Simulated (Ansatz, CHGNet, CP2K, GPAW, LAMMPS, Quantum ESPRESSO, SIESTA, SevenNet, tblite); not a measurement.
**A faulty GPAW run on liquid Si0.5Ge0.5 at 2500 K (104 atoms)**

Program: GPAW 26.7.0, a calculation on a cell of 52 Si and 52 Ge, 22.0 Å³ an atom.

Contents of run.py:

```python
import numpy as np
from ase.io import read
from gpaw import GPAW, FermiDirac

atoms = read("structure.xyz")
atoms.calc = GPAW(
    mode="lcao",
    basis="dzp",
    h=0.2,
    xc="PBE96",
    kpts={"size": (1, 1, 1), "gamma": True},
    occupations=FermiDirac(0.05),
    maxiter=60,
    symmetry={"point_group": False},
    txt="gpaw.txt",
)
energy = atoms.get_potential_energy(force_consistent=True)
forces = atoms.get_forces()
print(f"energy {energy:.6f} eV")
print("forces (eV/A)")
for i, (a, f) in enumerate(zip(atoms, forces)):
    print(f"{i:4d} {a.symbol:2s} {f[0]:10.5f} {f[1]:10.5f} {f[2]:10.5f}")
print(f"Fermi level {atoms.calc.get_fermi_level():.4f} eV")
for k in range(len(atoms.calc.get_ibz_k_points())):
    for s in range(atoms.calc.get_number_of_spins()):
        e = atoms.calc.get_eigenvalues(kpt=k, spin=s)
        n = np.searchsorted(e, atoms.calc.get_fermi_level())
        print(f"k {k} spin {s} levels about the Fermi level:", np.round(e[max(n - 6, 0):n], 4).tolist(), "|", np.round(e[n:n + 6], 4).tolist())
```

Contents of structure.xyz:

```xyz
104
Lattice="13.17580 0.00000 0.00000 0.00000 13.17580 0.00000 0.00000 0.00000 13.17580" Properties=species:S:1:pos:R:3 pbc="T T T"
Si 11.98444 7.52562 7.53050
Si 7.13759 10.10702 7.40388
Si 1.35987 5.70828 0.95432
Si 6.95155 8.54609 3.48039
Si 0.12148 6.64350 3.71215
Si 1.26659 3.81861 6.59620
Si 7.88453 11.94887 8.89235
Si 9.95181 7.94053 2.47969
Si 6.31648 10.00834 0.83732
Si 9.60713 5.12776 12.33163
[... 90 atom lines left out ...]
Ge 1.40177 6.06416 10.81312
Ge 4.62760 10.58412 10.84342
Ge 12.99345 7.45342 0.02635
Ge 11.17163 7.75343 9.65325
```

Run with:

```console
OMP_NUM_THREADS=1 python run.py > output.txt
```

The program printed:

```text
ValueError: not enough values to unpack (expected 2, got 1)
NameError: Unknown functional: PBE96.
```

gpaw.txt:

```text
Input parameters:
  mode=LCAO(),
  basis={'default': 'dzp'},
  h=0.2,
  kpts=MonkhorstPack(size=(1, 1, 1), gamma=True),
  maxiter=60,
  occupations=Occupations(name='fermi-dirac', width=0.05, fixmagmom=False),
  symmetry=Symmetry(point_group=False),
  xc=XC(name='PBE96')
timing:  # [seconds]
  Total: 0.031  # ━━━━━━━━━━━━━━━━━━━━━━━━━━━━━━━━━━━━━━━━━━━━━━━━━━━━━━━━━━━
  Init:  0.008  # ━━━━━━━━━━━━━━╸
```

The job ended after 1.2 s (1 thread of Arm Neoverse V2, shared host; peak memory 0.15 GiB).

Banners, paths, timers and routine set-up lines are dropped from the logs unmarked, and long logs keep their key lines alone; longer cuts are marked.

Q: Find the fault and mend it.

An unknown functional: functional PBE96.

The program stopped at the start.

[Also dropped from logs without a mark: logging warnings of Python, and SIESTA's first energy breakdown and zero terms.]

[Logs are printed without paths, hosts, clocks, repeated set-up lines and the standing remarks that a program may print on its own settings, such as how far it seeks lower states.]

[Hosts, paths, dates, database ids (printed as entryN), source tags and the programs' standing remarks are cut or masked in the printed files.]
